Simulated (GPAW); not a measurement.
The F K edge of atom 2 in NaHF2 (R-3m), with 1 H at 1.13 Å and 3 Na at 2.32 Å (distorted tetrahedral, site symmetry 3m), was computed in 3 ways: excited-electron core hole (neutral cell), full core hole (charged cell) and no core hole. Program and functional: GPAW, LDA, Gaussian full width 0.9 eV up to 4 eV, rising linearly to 3.5 eV at 25 eV; cells of 4 and 24 atoms (the run without a hole in the smaller).

Each run is counted from its own lowest empty level or Fermi level and scaled to a mean of 1 over its first 20 eV.

| E (eV) | run 1 | run 2 | run 3 |
| --- | --- | --- | --- |
| -2.00 | 0.00 | 0.00 | 0.00 |
| -1.25 | 0.00 | 0.00 | 0.00 |
| -0.50 | 0.00 | 0.00 | 0.00 |
| 0.25 | 0.03 | 0.04 | 0.06 |
| 1.00 | 0.11 | 0.15 | 0.21 |
| 1.75 | 0.24 | 0.35 | 0.35 |
| 2.50 | 0.42 | 0.93 | 1.12 |
| 3.25 | 0.55 | 1.40 | 1.70 |
| 4.00 | 0.83 | 1.78 | 1.97 |
| 4.75 | 1.06 | 1.58 | 1.66 |
| 5.50 | 1.27 | 1.64 | 1.91 |
| 6.25 | 1.11 | 1.71 | 2.11 |
| 7.00 | 1.07 | 2.39 | 2.15 |
| 7.75 | 1.09 | 1.93 | 1.33 |
| 8.50 | 1.20 | 1.15 | 0.85 |
| 9.25 | 1.57 | 0.75 | 0.63 |
| 10.00 | 1.98 | 0.66 | 0.60 |
| 10.75 | 1.89 | 0.69 | 0.66 |
| 11.50 | 1.59 | 0.86 | 0.84 |
| 12.25 | 1.63 | 1.07 | 1.03 |
| 13.00 | 1.52 | 0.95 | 0.93 |
| 13.75 | 1.02 | 0.66 | 0.66 |
| 14.50 | 0.64 | 0.50 | 0.52 |
| 15.25 | 0.57 | 0.56 | 0.57 |
| 16.00 | 0.70 | 0.76 | 0.75 |
| 16.75 | 0.90 | 0.92 | 0.90 |
| 17.50 | 1.01 | 0.95 | 0.91 |
| 18.25 | 1.00 | 0.87 | 0.83 |
| 19.00 | 0.92 | 0.77 | 0.74 |
| 19.75 | 0.84 | 0.69 | 0.68 |
| 20.50 | 0.78 | 0.66 | 0.65 |
| 21.25 | 0.74 | 0.66 | 0.65 |
| 22.00 | 0.70 | 0.65 | 0.65 |
| 22.75 | 0.66 | 0.64 | 0.64 |
| 23.50 | 0.62 | 0.63 | 0.64 |
| 24.25 | 0.60 | 0.64 | 0.65 |
| 25.00 | 0.61 | 0.67 | 0.68 |
| 25.75 | 0.64 | 0.71 | 0.72 |
| 26.50 | 0.69 | 0.76 | 0.76 |
| 27.25 | 0.73 | 0.80 | 0.79 |
| 28.00 | 0.76 | 0.81 | 0.79 |
| 28.75 | 0.78 | 0.80 | 0.78 |
| 29.50 | 0.78 | 0.77 | 0.75 |
| 30.25 | 0.77 | 0.73 | 0.71 |
| 31.00 | 0.73 | 0.68 | 0.66 |
| 31.75 | 0.67 | 0.62 | 0.61 |

Question: Which run is which?

Run 1: no core hole (area from −2 to 6 eV 3.5, main maxima 5.4 eV (1.27), 10.3 eV (2.02), 12.5 eV (1.64) and 17.8 eV (1.02)). Run 2: excited-electron core hole (neutral cell) (area from −2 to 6 eV 6.1, main maxima 3.9 eV (1.81), 5.2 eV (1.72), 7.1 eV (2.40) and 12.4 eV (1.07)). Run 3: full core hole (charged cell) (area from −2 to 6 eV 7.0, main maxima 3.8 eV (2.07), 5.3 eV (1.94), 6.7 eV (2.32) and 12.4 eV (1.04)). With each curve scaled to its own mean, the area from −2 to 6 eV with the hole is 6.1 against 3.5, and the centre of weight from −1 to 20 eV moves by -1.5 eV: the hole pulls the absorber's empty states down.

[Hosts, paths, dates, database ids (printed as entryN), source tags and the programs' standing remarks are cut or masked in the printed files.]

[Lists of maxima count a maximum above −3 eV only where it reaches 4 % of the highest in the window and stands out from its surroundings by 2 % of it (1.5 % where it reaches 55 %); shoulders and weaker maxima are passed over, and of the rest the first, up to two pre-edge ones and the few strongest are named.]
